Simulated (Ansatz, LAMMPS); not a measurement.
# Force difference against the radius of support functions in glassy B2O3 (90 atoms)

Density of this cell: 1.97 g/cm³. The cell holds 90 atoms: 36 B and 54 O. Its edges and angles: a = 10.180 Å, b = 10.180 Å, c = 10.180 Å, α = 90.0°, β = 90.0°, γ = 90.0°. 90 atoms (36 B, 54 O) placed at random at 1.93 g/cm³, melted at 3000 K for 20 ps at fixed volume with the Buckingham and Coulomb pair potential of Guillot and Sator (Geochim. Cosmochim. Acta 71, 1249 (2007)) with the boron terms of Wang et al. (J. Non-Cryst. Solids 498, 294 (2018)). Quenched from 3000 K to 300 K at 50 K/ps and fixed volume, held 10 ps at zero pressure, then minimised at fixed cell.

Calculated with Ansatz 0.2.0: Kohn-Sham DFT, PBE, PAW (set soft_2), localised support functions (medium), with the radius typed; the reference is Kohn-Sham DFT, PBE, PAW (set soft_2), plane waves, cutoff 750 eV, Γ point, fixed occupations, with an r.m.s. force component of 0.765 eV/Å.

| radius (Å) | r.m.s. force difference (meV/Å) | time |
| --- | --- | --- |
| 3.43 | 0.265 | 70 s |
| 3.72 | 0.198 | 83 s |
| 3.96 | 0.179 | 1.7 min |
| 4.25 | 0.165 | 2.3 min |
| 4.78 | ? | ? |
| 5.31 | 0.159 | 6 min |

Task: Fit a power law of the radius to the rows given and interpolate to the withheld row.

Worked fit:

A power law y = A x^b is a line in u = ln x and v = ln y.

```
u = ln x  v = ln y
 1.23256  -1.32803
 1.31372  -1.61949
 1.37624  -1.72037
 1.44692  -1.80181
 1.66959  -1.83885
```

With n = 5: mean u = 1.40781, mean v = -1.66171, Σ(u − ū)² = 0.11062, Σ(u − ū)(v − v̄) = -0.11245. Slope b = -0.11245 / 0.11062 = -1.0165; intercept a = v̄ − b ū = -0.23061.

At the withheld row u = 1.564, v = a + b u = -1.821, and y = exp(v).

Prediction at 4.78: 0.1619 meV/Å. The run gave 0.164 meV/Å, so the fit is low by 0.0021 meV/Å (1.3 % of the value).

The fitted exponent is -1.0. Between neighbouring rows, the withheld one included, the exponents are -3.6, -1.6, -1.2, -0.052 and -0.29, so one power law doesn't hold over the range: the values level off at a floor. Among the rows given, the largest relative miss of the fit is at 3.43, by 0.038 meV/Å (14 %).

Limits: The difference holds the reference's own basis error, which sets a floor under it.

[Logs are printed without paths, hosts, clocks, repeated set-up lines and the standing remarks that a program may print on its own settings, such as how far it seeks lower states.]

[Hosts, paths, dates, database ids (printed as entryN), source tags and the programs' standing remarks are cut or masked in the printed files.]
